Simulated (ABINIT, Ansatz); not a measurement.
## MgO (Periclase): G0W0 with ABINIT, start to end

Wanted: ground state, empty states, screening and self-energy for MgO (Periclase).

Program: ABINIT 10.8.3. Level of theory: PBE and many-body steps on it, plane waves. Results are calculated unless marked as measured.

The database entry behind the starting cell differs from later determinations by our own check (about 0.1 % long), so it need not match the best structure at ambient conditions.

## 1. Starting point

It takes space group Fm-3m (No. 225, cubic). The conventional cell has a = 4.217 Å, b = 4.217 Å, c = 4.217 Å, α = 90.00°, β = 90.00°, γ = 90.00°. Nearest to Mg lie 6 O at 2.11 Å. Nearest to O lie 6 Mg at 2.11 Å. Farther neighbours and most contacts between anions are not listed.

The cell and positions come from the Crystallography Open Database and are kept as given unless a step says otherwise.

## 2. Ground state

This step: ABINIT 10.8.3; DFT, PBE, plane waves, norm-conserving pseudopotentials.

The ground-state density comes first.

Contents of run.abi:

```
acell 3*1.0 Angstrom
rprim 
  -0.000000000000 2.108500000000 2.108500000000
  2.108500000000 0.000000000000 2.108500000000
  2.108500000000 2.108500000000 0.000000000000
ntypat 2
znucl 12 8
natom 2
typat 1 2
xred 
  0.000000000000 0.000000000000 0.000000000000
  0.500000000000 0.500000000000 0.500000000000
pp_dirpath "pseudos"
pseudos "Mg.upf, O.upf"
ecut 38
ngkpt 8 8 8
nshiftk 1
shiftk 0 0 0
kptopt 1
chksymbreak 0
nband 13
occopt 1
tolvrs 1e-10
nstep 60
prtwf 0
optforces 0
optstress 0
indata_prefix "in"
outdata_prefix "out"
tmpdata_prefix "tmp"
```

Command:

```bash
$ OMP_NUM_THREADS=1 mpirun -n 8 abinit run.abi > log
```

Numbers of over 12 decimals in the logs are rounded to 6 here.

The program printed:

```text
.Version 10.8.3 of ABINIT. v10.8.2 released Aug 2026.

 Symmetries : space group Fm -3 m (#225); Bravais cF (face-center cubic)
================================================================================
 Values of the parameters that define the memory need of the present run
     intxc =       0    ionmov =       0      iscf =       7    lmnmax =       5
     lnmax =       5     mgfft =      32  mpssoang =       3    mqgrid =    3001
     natom =       2  nloc_mem =       1    nspden =       1   nspinor =       1
    nsppol =       1      nsym =      48    n1xccc =    2501    ntypat =       2
    occopt =       1   xclevel =       2
-    mband =          13        mffmem =           1         mkmem =           4
       mpw =        1427          nfft =       32768          nkpt =          29
================================================================================
  Rough estimation (10% accuracy) of disk space for files :
================================================================================

--------------------------------------------------------------------------------
------------- Echo of variables that govern the present computation ------------
--------------------------------------------------------------------------------
 -outvars: echo values of preprocessed input variables --------
            acell      1.8897261259E+00  1.8897261259E+00  1.8897261259E+00 Bohr

      chksymbreak           0
             ecut      3.80000000E+01 Hartree
-          fftalg         312

              ixc     -101130
              kpt      0.00000000E+00  0.00000000E+00  0.00000000E+00
                       1.25000000E-01  0.00000000E+00  0.00000000E+00
                       2.50000000E-01  0.00000000E+00  0.00000000E+00
                       3.75000000E-01  0.00000000E+00  0.00000000E+00
                       5.00000000E-01  0.00000000E+00  0.00000000E+00
                       1.25000000E-01  1.25000000E-01  0.00000000E+00
                       2.50000000E-01  1.25000000E-01  0.00000000E+00
                       3.75000000E-01  1.25000000E-01  0.00000000E+00
                       5.00000000E-01  1.25000000E-01  0.00000000E+00
   [... 18 further rows ...]
                      -3.75000000E-01  5.00000000E-01  1.25000000E-01
                      -2.50000000E-01  5.00000000E-01  2.50000000E-01
         kptrlatt        8    0    0      0    8    0      0    0    8
          kptrlen      4.50793305E+01
P           mkmem           4
            natom           2
            nband          13
            ngfft          32      32      32
             nkpt          29
            nstep          60
             nsym          48
           ntypat           2
              occ      2.000000  2.000000  2.000000  2.000000  2.000000  2.000000
                       2.000000  2.000000  0.000000  0.000000  0.000000  0.000000
                       0.000000
        optforces           0
        optstress           0
            prtwf           0
            rprim     -0.0000000000E+00  2.1085000000E+00  2.1085000000E+00
[...]
spgroup         225

           tolvrs      1.00000000E-10

             xred      0.0000000000E+00  0.0000000000E+00  0.0000000000E+00
[...]
znucl       12.00000    8.00000

================================================================================

 chkinp: Checking input parameters for consistency.

================================================================================
== DATASET  1 ==================================================================
-   mpi_nproc: 8, omp_nthreads: 1 (-1 if OMP is not activated)

--- !DatasetInfo
iteration_state: {dtset: 1, }
dimensions: {natom: 2, nkpt: 29, mband: 13, nsppol: 1, nspinor: 1, nspden: 1, mpw: 1427, }
cutoff_energies: {ecut:  38.0, pawecutdg:  -1.0, }
electrons: {nelect:   1.60000000E+01, charge:   0.00000000E+00, occopt:   1.00000000E+00, tsmear:   1.00000000E-02, }

 Real(R)+Recip(G) space primitive vectors, cartesian coordinates (Bohr,Bohr^-1):
 R(1)=  0.0000000  3.9844875  3.9844875  G(1)= -0.1254867  0.1254867  0.1254867
 R(2)=  3.9844875  0.0000000  3.9844875  G(2)=  0.1254867 -0.1254867  0.1254867
 R(3)=  3.9844875  3.9844875  0.0000000  G(3)=  0.1254867  0.1254867 -0.1254867
 Unit cell volume ucvol=  1.2651657E+02 bohr^3
 Angles (23,13,12)=  6.00000000E+01  6.00000000E+01  6.00000000E+01 degrees

 getcut: wavevector=  0.0000  0.0000  0.0000  ngfft=  32  32  32
         ecut(hartree)=     38.000   => boxcut(ratio)=   2.04647

--- Pseudopotential description ------------------------------------------------
- Mg Generated using ONCVPSP code by D. R. Hamann
- 12.00000  10.00000  171031                  znucl, zion, pspdat
12 -101130 1 -1 1510                          pspcod,pspxc,lmax,lloc,mmax
     nproj     2     2     0
  pspatm : epsatm=    9.22893308
         --- l  ekb(1:nproj) -->
[...]
pspatm: atomic psp has been read  and splines computed

- O Generated using ONCVPSP code by D. R. Hamann
-  8.00000   6.00000  171031                  znucl, zion, pspdat
12 -101130 2 -1 936                           pspcod,pspxc,lmax,lloc,mmax
     nproj     2     2     1
  pspatm : epsatm=    6.19545534
         --- l  ekb(1:nproj) -->
[...]
1   -4.717130   -1.149271
             2   -1.331955
 pspatm: atomic psp has been read  and splines computed

   2.46790215E+02                                ecore*ucvol(ha*bohr**3)
--------------------------------------------------------------------------------

_setup2: Arith. and geom. avg. npw (full set) are    1416.447    1416.434

================================================================================

--- !BeginCycle
iteration_state: {dtset: 1, }
solver: {iscf: 7, nstep: 60, nline: 4, wfoptalg: 0, }
tolerances: {tolvrs: 1.00E-10, }

     iter   Etot(hartree)      deltaE(h)  residm     vres2
 ETOT  1  -75.933399356280    -7.593E+01 1.121E-01 3.838E+02
 ETOT  2  -75.939874550780    -6.475E-03 1.119E-02 3.657E+02
 ETOT  3  -76.050010251231    -1.101E-01 3.866E-03 3.208E+00
 ETOT  4  -76.050821314389    -8.111E-04 4.415E-04 8.288E-03
 ETOT  5  -76.050821890708    -5.763E-07 5.080E-04 3.051E-04
 ETOT  6  -76.050821976688    -8.598E-08 6.678E-04 1.605E-05
 ETOT  7  -76.050821979871    -3.183E-09 2.731E-04 1.242E-07
 ETOT  8  -76.050821979876    -5.315E-12 3.905E-04 6.254E-09
 ETOT  9  -76.050821979879    -3.396E-12 9.903E-05 9.597E-11

 At SCF step    9       vres2   =  9.60E-11 < tolvrs=  1.00E-10 =>converged.

--- !ResultsGS
iteration_state: {dtset: 1, }
comment   : Summary of ground state results
lattice_vectors:
- [ -0.0000000,   3.9844875,   3.9844875, ]
- [  3.9844875,   0.0000000,   3.9844875, ]
- [  3.9844875,   3.9844875,   0.0000000, ]
lattice_lengths: [   5.63492,    5.63492,    5.63492, ]
lattice_angles: [ 60.000,  60.000,  60.000, ] # degrees, (23, 13, 12)
lattice_volume:   1.2651657E+02
convergence: {deltae: -3.396E-12, res2:  9.597E-11, residm:  9.903E-05, diffor:  0.000E+00, }
etotal    :  -7.60508220E+01
entropy   :   0.00000000E+00
fermie    :   1.72472836E-01
cartesian_stress_tensor: null
pressure_GPa: null
xred      :
- [  0.0000E+00,   0.0000E+00,   0.0000E+00, Mg]
- [  5.0000E-01,   5.0000E-01,   5.0000E-01,  O]
cartesian_forces: null
force_length_stats: {min: null, max: null, mean: null, }

 Integrated electronic density in atomic spheres:
 ------------------------------------------------
 Atom  Sphere_radius  Integrated_density
    1        2.00000          8.38663429
    2        2.00000          6.29705207
================================================================================

 ----iterations are completed or convergence reached----

 Mean square residual over all n,k,spin=   26.270E-08; max=  99.028E-06
 reduced coordinates (array xred) for    2 atoms
       0.000000000000      0.000000000000      0.000000000000
       0.500000000000      0.500000000000      0.500000000000
 rms dE/dt=  0.0000E+00; max dE/dt=  0.0000E+00; dE/dt below (all hartree)
    1       0.000000000000      0.000000000000      0.000000000000
    2       0.000000000000      0.000000000000      0.000000000000

 cartesian coordinates (angstrom) at end:
    1      0.000000     0.000000     0.000000
    2      2.108500     2.108500     2.108500
 length scales=  1.889726125908  1.889726125908  1.889726125908 bohr
              =  1.000000000000  1.000000000000  1.000000000000 angstroms
 prteigrs : about to open file out_EIG
 Fermi (or HOMO) energy (hartree) =   0.17247   Average Vxc (hartree)=  -0.41837
 Eigenvalues (hartree) for nkpt=  29  k points:
 kpt#   1, nband= 13, wtk=  0.00195, kpt=  0.0000  0.0000  0.0000 (reduced coord)
  -2.48723   -1.26531   -1.26531   -1.26531   -0.45853    0.17247    0.17247    0.17247
   0.34641    0.75821    0.75821    0.75821    0.89645
 prteigrs : prtvol=0 or 1, do not print more k-points.

--- !EnergyTerms
iteration_state     : {dtset: 1, }
comment             : Components of total free energy in Hartree
kinetic             :  4.53125594046268E+01
hartree             :  2.07862698222356E+01
xc                  : -1.22460646359516E+01
Ewald energy        : -4.73278672197954E+01
psp_core            :  1.95065525596835E+00
local_psp           : -6.38204822685426E+01
non_local_psp       : -2.07058923384206E+01
total_energy        : -7.60508219798794E+01
total_energy_eV     : -2.06944829121884E+03
band_energy         : -1.27938181591723E+01

== END DATASET(S) ==============================================================
================================================================================

 -outvars: echo values of variables after computation  --------
           etotal     -7.6050821980E+01
            nband          13
             nkpt          29
          spgroup         225
 [... the other variables as echoed above ...]

 Calculation completed.
```

Elapsed: 3.6 s, on 8 MPI ranks of Arm Neoverse V1, shared host; peak memory 0.47 GiB.

Numbers from this step:

```yaml
total_energy: -2069.4483 eV
gap: 4.733 eV
k_of_the_valence_top: 0, 0, 0
k_of_the_conduction_bottom: 0, 0, 0
least_direct_gap: 4.733 eV
```

The gap is direct, at Γ.

(Part 1 of 3 ends here.)

[Paths, hosts, dates, memory and timing lines, banners, echoed tables and standing remarks are left out of the program output.]

[Logs are printed without paths, hosts, clocks, repeated set-up lines and the standing remarks that a program may print on its own settings, such as how far it seeks lower states.]

[Runs of the session that timed out or met a known fault of the program may be left out.]

[Hosts, paths, dates, database ids (printed as entryN), source tags and the programs' standing remarks are cut or masked in the printed files.]

[G0W0 gaps are taken among the corrected bands and points alone; a level outside them can change the order at an edge.]

[Where Ansatz stands beside ABINIT at settings called matched, ABINIT's density can come from a denser mesh and the files from another edition; pairs whose starting gaps differed by over 0.03 eV were left out, so agreement reads better than it is.]
